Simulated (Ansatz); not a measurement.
**(ZnTe)2(CdSe)1 [001] superlattice, started as zinc blende: the cell at rest**

Task: relax (ZnTe)2(CdSe)1 [001] superlattice, started as zinc blende tightly.

Main program and level: Ansatz 0.2.0; DFT PBE, scalar-relativistic, plane waves, PAW.

The structure was built from a prototype and need not be the compound's stable phase.

### Step 1. Starting point

It takes space group Imm2 (No. 44, orthorhombic). The conventional cell has a = 4.302 Å, b = 4.302 Å, c = 18.250 Å, α = 90.00°, β = 90.00°, γ = 90.00°. Cd has 2 Se at 2.63 Å and 2 Te at 2.63 Å nearest. Nearest to Se lie 2 Cd at 2.63 Å and 2 Zn at 2.63 Å. Te has 4 Zn at 2.63 Å nearest. Nearest to Te lie 2 Cd at 2.63 Å and 2 Zn at 2.63 Å. Nearest to Zn lie 2 Te at 2.63 Å and 2 Se at 2.63 Å. Nearest to Zn lie 4 Te at 2.63 Å. Farther neighbours and most contacts between anions are not listed.

### Step 2. Probe on a coarse mesh

First a cheap look: the gap decides the mesh and the occupations, the pressure tells how far the cell has to move.

input.yaml reads:

```yaml
crystal:
  lattice:
    - [3.04167, 3.04167, 0.0]
    - [-3.04167, 3.04167, 0.0]
    - [3.04167, 0.0, 9.125]
  atoms:
    - { symbol: Cd, position: [0.666667, 0.333333, 0.666667] }
    - { symbol: Se, position: [0.083333, 0.416667, 0.833333] }
    - { symbol: Te, position: [0.416667, 0.083333, 0.166667] }
    - { symbol: Te, position: [0.75, 0.75, 0.5] }
    - { symbol: Zn, position: [0.0, 0.0, 0.0] }
    - { symbol: Zn, position: [0.333333, 0.666667, 0.333333] }
kpoints:
  mp_grid: { grid: [4, 4, 4] }
hamiltonian:
  xc: pbe
scf:
  occupations: { method: gaussian, width: 0.1 }
output:
  forces: true
  stress: true
  eigenvalues: true
```

Command:

```bash
$ ansatz run input.yaml --threads 8 --pin off --max-ram 14336MiB --backend cpu --events-out ev --progress --plain --runs-dir out
```

Numbers of over 12 decimals in the logs are rounded to 6 here.

Output:

```text
[...]
k-point 0: bands = [... 42 lower, 5.6423, 7.2284, 7.2445, 7.2914, 8.2547, 9.8388, 10.1722, 10.6690, ... 5 higher]
  k-point 1: bands = [... 42 lower, 6.0327, 6.4634, 7.0434, 7.0978, 9.0283, 9.8275, 10.0940, 10.5934, ... 5 higher]
  k-point 2: bands = [... 42 lower, 6.4145, 6.5072, 6.6259, 6.7700, 9.7440, 9.8454, 10.0378, 10.3871, ... 5 higher]
  k-point 17: bands = [... 42 lower, 4.9822, 5.0293, 5.0731, 5.0862, 10.0871, 10.1985, 10.3734, 10.4179, ... 5 higher]
[key lines of the parts left out:]
SCF converged after 8 iterations
Free energy (F): -34324.209425 eV
Fermi energy:    7.773117 eV
P = ⅓ Tr σ = 3.2227 GPa (32.227 kbar)
```

Wall time 2.1 s (8 threads of Arm Neoverse V2, shared host); peak memory 0.77 GiB; 14 s of CPU time.

A gap read on the k-mesh alone can miss the band edges.

This step gave:

```yaml
pressure: 3.223 GPa
gap_on_the_k_mesh: 0.9633 eV
volume_per_atom: 28.14 Å³
direct_gap_on_mesh: 0.9633 eV
```

The coarse mesh shows a gap of 0.96 eV and a pressure of 3.2 GPa.

### Step 3. Rough relaxation

A rough relaxation comes first, because large forces or stress need no tight tolerances yet.

input.yaml, as its differences from that of step 2:

```diff
@@ -13,3 +13,3 @@
 kpoints:
-  mp_grid: { grid: [4, 4, 4] }
+  mp_grid: { grid: [6, 6, 6] }
 hamiltonian:
@@ -22 +22,6 @@
   eigenvalues: true
+relax:
+  adjacent_minimum: "off"
+  f_tol: 0.05
+  max_steps: 80
+  cell: { stress_tol: 0.5 }
```

Output:

```text
[...]
Crystal: 6 atoms, lattice volume = 168.845 Å³
Basis set: ecut = 420 eV, 3231 PW (Γ), exchange–correlation on 60×60×144 points (8 copies of the dense FFT grid, shifted against one another)
Bands: 56, of which v1, the nominal top of the filled ones, is band 46 counted from 1 (45 counted from 0)
Symmetry: 4 space group operations
[...]
- [3.100308, 3.100308, 0]
    - [-3.083664, 3.083664, 0]
    - [3.091986, 0.0083222, 9.279750]
  atoms:
    - { symbol: Cd, position: [0.658353, 0.341647, 0.683294] }
    - { symbol: Se, position: [0.074405, 0.425595, 0.851191] }
    - { symbol: Te, position: [0.421147, 0.078853, 0.157707] }
    - { symbol: Te, position: [0.755597, 0.744403, 0.488805] }
    - { symbol: Zn, position: [0.00291609, -0.00291609, -0.00583218] }
    - { symbol: Zn, position: [0.337582, 0.662418, 0.324835] }
[key lines of the parts left out:]
SCF converged after 7 iterations
Free energy (F): -34324.603162 eV
Fermi energy:    7.021314 eV
P = ⅓ Tr σ = -0.0500 GPa (-0.500 kbar)
```

Run time: 28 s. Hardware: 8 threads; peak memory 0.95 GiB.

Relaxation path:

| step | energy less that of the first step (eV) | largest force component (eV/Å) | pressure (GPa) | volume (Å³) |
| --- | --- | --- | --- | --- |
| 1 | 0.0000 | 1.3191 | 3.13 | 168.84 |
| 2 | -0.3005 | 0.4783 | -0.33 | 178.64 |
| 3 | -0.3210 | 0.1300 | -0.26 | 178.31 |
| 4 | -0.3247 | 0.0399 | -0.05 | 177.43 |
| 5* | -0.3270 | 0.0399 | -0.05 | 177.43 |

Relaxation steps marked * repeat the geometry before them on a plane-wave basis chosen anew for their cell, so energy and pressure can jump there.

The run keeps the 4 symmetry operations that it works with, so distortions that break them were not tested.

| conventional cell, symmetrised | before | after | change |
| --- | --- | --- | --- |
| a (Å) | 4.302 | 4.361 | +1.4 % |
| b (Å) | 4.302 | 4.384 | +1.9 % |
| c (Å) | 18.250 | 18.559 | +1.7 % |
| volume (Å³/atom) | 28.14 | 29.57 | +5.1 % |

The atoms that moved most (Å, as changes of fractional coordinates times the final cell):

| atom | dx | dy | dz | length |
| --- | --- | --- | --- | --- |
| Se2 | 0.000 | 0.000 | 0.166 | 0.166 |
| Cd1 | 0.000 | 0.000 | 0.154 | 0.154 |
| Te4 | 0.000 | 0.000 | -0.104 | 0.104 |
| Te3 | 0.000 | 0.000 | -0.083 | 0.083 |
| Zn6 | 0.000 | 0.000 | -0.079 | 0.079 |
| Zn5 | 0.000 | 0.000 | -0.054 | 0.054 |

The relaxed structure:

```xyz
6
Lattice="3.1003 3.1003 0.0000 -3.0837 3.0837 0.0000 3.0920 0.0083 9.2797" Properties=species:S:1:pos:R:3 pbc="T T T"
Cd    3.1003    3.1003    6.3408
Se    1.5502    1.5502    7.8988
Te    1.5502    1.5502    1.4635
Te    1.5585    4.6421    4.5360
Zn    0.0000    0.0000   -0.0541
Zn    0.0083    3.0920    3.0144
```

Numbers from this step:

* pressure: -0.04999 GPa
* volume per atom: 29.57 Å³
* gap on the k-mesh: 0.6326 eV
* direct gap on mesh: 0.6326 eV

In this step the volume went from 28.14 to 29.57 Å³/atom.

### Step 4. Relaxation

Harmonic phonons are second derivatives at a point where the forces vanish, and they are wanted at zero stress, so atoms and cell are relaxed first.

input.yaml reads:

```yaml
crystal:
  lattice:
    - [3.100307984, 3.100307984, 0.0]
    - [-3.0836635928, 3.0836635928, 0.0]
    - [3.0919857884, 0.0083221956, 9.2797499701]
  atoms:
    - { symbol: Cd, position: [0.6583529899, 0.3416470101, 0.6832940203] }
    - { symbol: Se, position: [0.0744045953, 0.4255954047, 0.8511908094] }
    - { symbol: Te, position: [0.4211466578, 0.0788533422, 0.1577066844] }
    - { symbol: Te, position: [0.7555972512, 0.7444027488, 0.4888054975] }
    - { symbol: Zn, position: [0.0029160883, -0.0029160883, -0.0058321767] }
    - { symbol: Zn, position: [0.3375824174, 0.6624175826, 0.3248351651] }
kpoints:
  mp_grid: { grid: [6, 6, 6] }
hamiltonian:
  xc: pbe
scf:
  occupations: { method: gaussian, width: 0.02 }
output:
  forces: true
  stress: true
  eigenvalues: true
relax:
  adjacent_minimum: "off"
  f_tol: 0.005
  max_steps: 80
  cell: { stress_tol: 0.05 }
```

Output:

```text
[...]
Crystal: 6 atoms, lattice volume = 177.435 Å³
Basis set: ecut = 420 eV, 3467 PW (Γ), exchange–correlation on 60×60×144 points (8 copies of the dense FFT grid, shifted against one another)
Bands: 56, of which v1, the nominal top of the filled ones, is band 46 counted from 1 (45 counted from 0)
[... 1 set-up line as in the run before ...]
[...]
k-points: 46 of 216 (time reversal used)
[...]
SCF iter   1: F=—  HF=-34324.602945 eV  |F-HF|=—  |Δ(HF+E_count)|=         —  Δρ=1.04e-3  dr2=3.70e-3  ethr=1.77e-3  ⟨swp⟩=7.3  Hψ=10262  notcnv=0  defer=4
[...]
SCF iter   9: F=-34324.603162 eV  HF=-34324.603162 eV  |F-HF|=1.02e-8  |Δ(HF+E_count)|=  6.40e-10  Δρ=2.42e-6  dr2=1.36e-8  ethr=1.09e-10  ⟨swp⟩=4.7  Hψ=7555  notcnv=0
SCF 1 converged in 9 iterations: F = -34324.603162 eV  dr2 = 1.36e-8
[...]
relax step   1: F+E_penalty+E_count = -34324.60316172 eV  Δ(F+E_penalty+E_count) = +0.000e0 eV  max|allowed force component| = 3.993e-2 eV/Å  Δτ_max = 0.0000 Å  P = -0.050 GPa  Ω = 177.435 Å³  (9 SCF iters, dr2 threshold 1.00e-7 eV, accepted)
Crystal: 6 atoms, lattice volume = 177.199 Å³
Basis set: ecut = 420 eV, 3459 PW (Γ), exchange–correlation on 60×60×144 points (8 copies of the dense FFT grid, shifted against one another)
[...]
SCF iter   5: F=-34324.603520 eV  HF=-34324.603520 eV  |F-HF|=9.49e-9  |Δ(HF+E_count)|=   1.37e-7  Δρ=5.66e-6  dr2=7.78e-8  ethr=1.08e-10  ⟨swp⟩=3.5  Hψ=9951  notcnv=0
SCF 2 converged in 5 iterations: F = -34324.603520 eV  dr2 = 7.78e-8
relax step   2: F+E_penalty+E_count = -34324.60352026 eV  Δ(F+E_penalty+E_count) = -3.585e-4 eV  max|allowed force component| = 9.976e-3 eV/Å  Δτ_max = 0.0047 Å  P = +0.004 GPa  Ω = 177.199 Å³  energy of the carried Pulay correction = +6.254e-5 eV  (5 SCF iters, dr2 threshold 9.97e-8 eV, accepted)
Crystal: 6 atoms, lattice volume = 177.188 Å³
Basis set: ecut = 420 eV, 3479 PW (Γ), exchange–correlation on 60×60×144 points (8 copies of the dense FFT grid, shifted against one another)
[...]
SCF iter   7: F=-34324.603556 eV  HF=-34324.603556 eV  |F-HF|=2.84e-10  |Δ(HF+E_count)|=   6.90e-9  Δρ=8.76e-7  dr2=1.50e-9  ethr=6.76e-12  ⟨swp⟩=4.8  Hψ=9046  notcnv=0
SCF 3 converged in 7 iterations: F = -34324.603556 eV  dr2 = 1.50e-9
relax step   3: F+E_penalty+E_count = -34324.60355635 eV  Δ(F+E_penalty+E_count) = -3.609e-5 eV  max|allowed force component| = 6.298e-3 eV/Å  Δτ_max = 0.0032 Å  P = +0.003 GPa  Ω = 177.188 Å³  energy of the carried Pulay correction = +6.542e-5 eV  (7 SCF iters, dr2 threshold 6.22e-9 eV, accepted)
[...]
relax step   4: F+E_penalty+E_count = -34324.60356492 eV  Δ(F+E_penalty+E_count) = -8.570e-6 eV  max|allowed force component| = 1.046e-3 eV/Å  Δτ_max = 0.0014 Å  P = +0.002 GPa  Ω = 177.201 Å³  energy of the carried Pulay correction = +6.203e-5 eV  (6 SCF iters, dr2 threshold 2.48e-9 eV, accepted)
[...]
SCF iter   1: F=—  HF=-34324.603284 eV  |F-HF|=—  |Δ(HF+E_count)|=         —  Δρ=5.32e-5  dr2=1.09e-7  ethr=2.45e-7  ⟨swp⟩=3.7  Hψ=17271  notcnv=0
eigensolver tolerance schedule: the retry pair's looser diagonalisation over-reported the residual by 2068.76 of it (diagonalisation noise at 0.20 of the residual, at the tolerance the schedule requests for it); recorded, not acted on — ethr = c·dr2/N_el stays at c = 1.0e-1
SCF iter   2: F=—  HF=-34324.603447 eV  |F-HF|=—  |Δ(HF+E_count)|=   1.62e-4  Δρ=2.70e-5  dr2=3.29e-8  ethr=1.18e-10  ⟨swp⟩=3.0  Hψ=5593  notcnv=0
[...]
SCF iter   5: F=-34324.603497 eV  HF=-34324.603497 eV  |F-HF|=8.73e-11  |Δ(HF+E_count)|=   3.12e-9  Δρ=1.31e-7  dr2=5.95e-11  ethr=1.00e-12  ⟨swp⟩=5.1  Hψ=9285  notcnv=0
SCF 5 converged in 5 iterations: F = -34324.603497 eV  dr2 = 5.95e-11
relax step   5: F+E_penalty+E_count = -34324.60349732 eV  Δ(F+E_penalty+E_count) = +6.760e-5 eV  max|allowed force component| = 1.050e-3 eV/Å  Δτ_max = 0.0000 Å  P = +0.002 GPa  Ω = 177.201 Å³  stress off target by 3.52e-3 GPa  SCF on the basis re-selected at this cell (its energy is not comparable with the rows above)  (5 SCF iters)
basis re-selected at this cell: Δ(F+E_penalty+E_count) = +6.760e-5 eV, ΔP = +0.000 GPa vs the last step (what re-selecting the basis moved, of the pressure what is left beyond the Pulay correction that the steps carried, after the strain that the cell walked since its last selection, with what the two solves' SCF thresholds leave and, on support functions, any second-order correction that the steps lacked; it is no m [...]
SCF converged after 5 iterations
Free energy (F): -34324.603497 eV
[...]
Internal energy: -34324.603497 eV  (E = F + TS)
E sigma→0 (E₀):  -34324.603497 eV
Fermi energy:    7.041609 eV
[...]
--- Forces (eV/Å), atoms counted from 1 ---
  atom   1  Cd    -0.00000000    -0.00000000     0.00089738
  atom   2  Se     0.00000000    -0.00000000    -0.00041389
  atom   3  Te     0.00000000     0.00000000     0.00082955
  atom   4  Te     0.00000000    -0.00000000    -0.00105050
  atom   5  Zn    -0.00000000     0.00000000     0.00035015
  atom   6  Zn    -0.00000000     0.00000000    -0.00061311
  max |Σ_I F_I| component: 4.21e-7 eV/Å
--- Stress (GPa, compression-positive) ---
        0.001228      -0.000796       0.000000
       -0.000796       0.001228      -0.000000
        0.000000      -0.000000       0.003520
  P = ⅓ Tr σ = 0.0020 GPa (0.020 kbar)
--- Band table (eV; the first three rows and the last of 46) ---
  k-point 0: bands = [... 42 lower, 5.3399, 6.5027, 6.5992, 6.7279, 7.3553, 9.2520, 9.5139, 9.9451, ... 6 higher]
  k-point 1: bands = [... 42 lower, 5.4286, 6.0684, 6.5196, 6.6605, 7.7951, 9.2339, 9.4931, 9.9235, ... 6 higher]
  k-point 2: bands = [... 42 lower, 5.5869, 5.6152, 6.3168, 6.5017, 8.4449, 9.2270, 9.3768, 9.8695, ... 6 higher]
  k-point 45: bands = [... 42 lower, 4.4434, 4.4874, 4.6384, 4.7167, 9.4343, 9.4722, 9.9330, 9.9397, ... 6 higher]
--- Relaxed structure (4 steps of the walk, 4 accepted, 1 SCFs on fresh bases) ---
[...]
cell:  # Å, volume = 177.2010 Å³
    - [3.097655, 3.097655, 2.9455072203222633e-19]
    - [-3.077576, 3.077576, -1.8710857554172874e-18]
    - [3.087615, 0.010040, 9.293826]
  atoms:
    - { symbol: Cd, position: [0.658416, 0.341584, 0.683169] }
    - { symbol: Se, position: [0.074232, 0.425768, 0.851537] }
    - { symbol: Te, position: [0.421016, 0.078984, 0.157967] }
    - { symbol: Te, position: [0.755625, 0.744375, 0.488750] }
    - { symbol: Zn, position: [0.00313632, -0.00313632, -0.00627263] }
    - { symbol: Zn, position: [0.337575, 0.662425, 0.324850] }
```

It took 25 s on 8 threads; peak memory 0.95 GiB.

Relaxation path:

| step | energy less that of the first step (eV) | largest force component (eV/Å) | pressure (GPa) | volume (Å³) |
| --- | --- | --- | --- | --- |
| 1 | 0.0000 | 0.0399 | -0.05 | 177.43 |
| 2 | -0.0004 | 0.0100 | 0.00 | 177.20 |
| 3 | -0.0004 | 0.0063 | 0.00 | 177.19 |
| 4 | -0.0004 | 0.0010 | 0.00 | 177.20 |
| 5* | -0.0003 | 0.0010 | 0.00 | 177.20 |

Relaxation steps marked * repeat the geometry before them on a plane-wave basis chosen anew for their cell, so energy and pressure can jump there.

Forces are held to the 4 operations that the run works with; a distortion that breaks them can't arise in this run.

| conventional cell, symmetrised | before | after | change |
| --- | --- | --- | --- |
| a (Å) | 4.361 | 4.352 | -0.2 % |
| b (Å) | 4.384 | 4.381 | -0.1 % |
| c (Å) | 18.559 | 18.588 | +0.2 % |
| volume (Å³/atom) | 29.57 | 29.53 | -0.1 % |

The relaxed structure:

```xyz
6
Lattice="3.0977 3.0977 0.0000 -3.0776 3.0776 0.0000 3.0876 0.0100 9.2938" Properties=species:S:1:pos:R:3 pbc="T T T"
Cd    3.0977    3.0977    6.3493
Se    1.5488    1.5488    7.9140
Te    1.5488    1.5488    1.4681
Te    1.5589    4.6364    4.5424
Zn    0.0000    0.0000   -0.0583
Zn    0.0100    3.0876    3.0191
```

This step gave:

| Property | Result |
| --- | --- |
| pressure | 0.001992 GPa |
| gap on the k-mesh | 0.6274 eV |
| volume per atom | 29.53 Å³ |
| direct gap on mesh | 0.6274 eV |

In this step the volume went from 29.57 to 29.53 Å³/atom.

### Step 5. Tight relaxation

Phonons need a cell at rest on their own settings, so the relaxation is repeated with tight tolerances on forces and stress on the k mesh and occupations of the first response run.

input.yaml reads:

```yaml
crystal:
  lattice:
    - [3.097654907, 3.097654907, 0.0]
    - [-3.0775756255, 3.0775756255, 0.0]
    - [3.0876152662, 0.0100396407, 9.2938255151]
  atoms:
    - { symbol: Cd, position: [0.658415539, 0.341584461, 0.6831689219] }
    - { symbol: Se, position: [0.0742316937, 0.4257683063, 0.8515366126] }
    - { symbol: Te, position: [0.4210164013, 0.0789835987, 0.1579671975] }
    - { symbol: Te, position: [0.7556249999, 0.7443750001, 0.4887500001] }
    - { symbol: Zn, position: [0.0031363174, -0.0031363174, -0.0062726349] }
    - { symbol: Zn, position: [0.3375750486, 0.6624249514, 0.3248499028] }
kpoints:
  mp_grid: { grid: [8, 8, 8] }
hamiltonian:
  xc: pbe
scf:
  occupations: { method: fixed }
output:
  forces: true
  stress: true
  eigenvalues: true
relax:
  adjacent_minimum: "off"
  f_tol: 0.001
  max_steps: 60
  cell: { stress_tol: 0.01 }
```

Output:

```text
[...]
Crystal: 6 atoms, lattice volume = 177.201 Å³
Basis set: ecut = 420 eV, 3479 PW (Γ), exchange–correlation on 60×60×144 points (8 copies of the dense FFT grid, shifted against one another)
Bands: 56, of which v1, the nominal top of the filled ones, is band 46 counted from 1 (45 counted from 0)
[... 1 set-up line as in the run before ...]
[...]
- [-3.075723, 3.075723, -9.531489570497208e-17]
    - [3.085830, 0.010108, 9.303451]
  atoms:
    - { symbol: Cd, position: [0.658417, 0.341583, 0.683167] }
    - { symbol: Se, position: [0.074237, 0.425763, 0.851526] }
    - { symbol: Te, position: [0.421002, 0.078998, 0.157997] }
    - { symbol: Te, position: [0.755634, 0.744366, 0.488732] }
    - { symbol: Zn, position: [0.00313477, -0.00313477, -0.00626953] }
    - { symbol: Zn, position: [0.337576, 0.662424, 0.324848] }
[key lines of the parts left out:]
SCF converged after 7 iterations
Free energy (F): -34324.609801 eV
Fermi energy:    6.730438 eV
P = ⅓ Tr σ = 0.0004 GPa (0.004 kbar)
```

Wall time 69 s (8 threads); peak memory 1.2 GiB.

The steps of the relaxation:

| step | energy less that of the first step (eV) | largest force component (eV/Å) | pressure (GPa) | volume (Å³) |
| --- | --- | --- | --- | --- |
| 1 | 0.0000 | 0.0018 | 0.00 | 177.20 |
| 2 | 0.0000 | 0.0027 | 0.00 | 177.19 |
| 3 | 0.0000 | 0.0026 | 0.00 | 177.17 |
| 4 | 0.0000 | 0.0059 | 0.00 | 177.17 |
| 5 | 0.0000 | 0.0004 | 0.00 | 177.18 |
| 6* | 0.0000 | 0.0004 | 0.00 | 177.18 |

Relaxation steps marked * repeat the geometry before them on a plane-wave basis chosen anew for their cell, so energy and pressure can jump there. Relaxation step 4 was tried and not accepted.

The run keeps the 4 symmetry operations that it works with, so distortions that break them were not tested.

| conventional cell, symmetrised | before | after | change |
| --- | --- | --- | --- |
| a (Å) | 4.352 | 4.350 | -0.1 % |
| b (Å) | 4.381 | 4.378 | -0.1 % |
| c (Å) | 18.588 | 18.607 | +0.1 % |
| volume (Å³/atom) | 29.53 | 29.53 | -0.0 % |

The relaxed structure:

```cif
data_structure
_symmetry_space_group_name_H-M 'P 1'
_symmetry_Int_Tables_number 1
_cell_length_a 4.3783
_cell_length_b 4.3497
_cell_length_c 9.8019
_cell_angle_alpha 102.820
_cell_angle_beta 77.095
_cell_angle_gamma 90.000
_cell_volume 177.18
loop_
_atom_site_label
_atom_site_type_symbol
_atom_site_fract_x
_atom_site_fract_y
_atom_site_fract_z
_atom_site_occupancy
Cd1 Cd 0.65842 0.34158 0.68317 1
Se2 Se 0.07424 0.42576 0.85153 1
Te3 Te 0.42100 0.07900 0.15800 1
Te4 Te 0.75563 0.74437 0.48873 1
Zn5 Zn 0.00313 0.99687 0.99373 1
Zn6 Zn 0.33758 0.66242 0.32485 1
```

Numbers from this step:

```
pressure           : 4.32e-4 GPa
gap on the k-mesh  : 0.6260 eV
direct gap on mesh : 0.6260 eV
```

The largest force component left is 0.40 meV/Å and the pressure is 0.000 GPa, within the tolerances set. The cell now holds 29.53 Å³/atom.

### Step 6. What came out

| Quantity | Value |
| --- | --- |
| space group after relaxation (within 0.01 Å) | Imm2 |
| lattice constant a | 4.350 Å |
| lattice constant b | 4.378 Å |
| lattice constant c | 18.607 Å |
| volume per atom | 29.5 Å³ |
| gap on the k-mesh | 0.626 eV |

In words: The largest force component left is 0.40 meV/Å and the pressure is 0.000 GPa, within the tolerances set. The cell now holds 29.53 Å³/atom. The relaxation keeps the symmetry of its start, so it says nothing on stability against lower symmetry. Spin-orbit coupling is left out, which can matter for the heavy elements here. The starting cell was built on a prototype and not taken from a measurement, so the phase need not exist.

[Logs are printed without paths, hosts, clocks, repeated set-up lines and the standing remarks that a program may print on its own settings, such as how far it seeks lower states.]

[Hosts, paths, dates, database ids (printed as entryN), source tags and the programs' standing remarks are cut or masked in the printed files.]
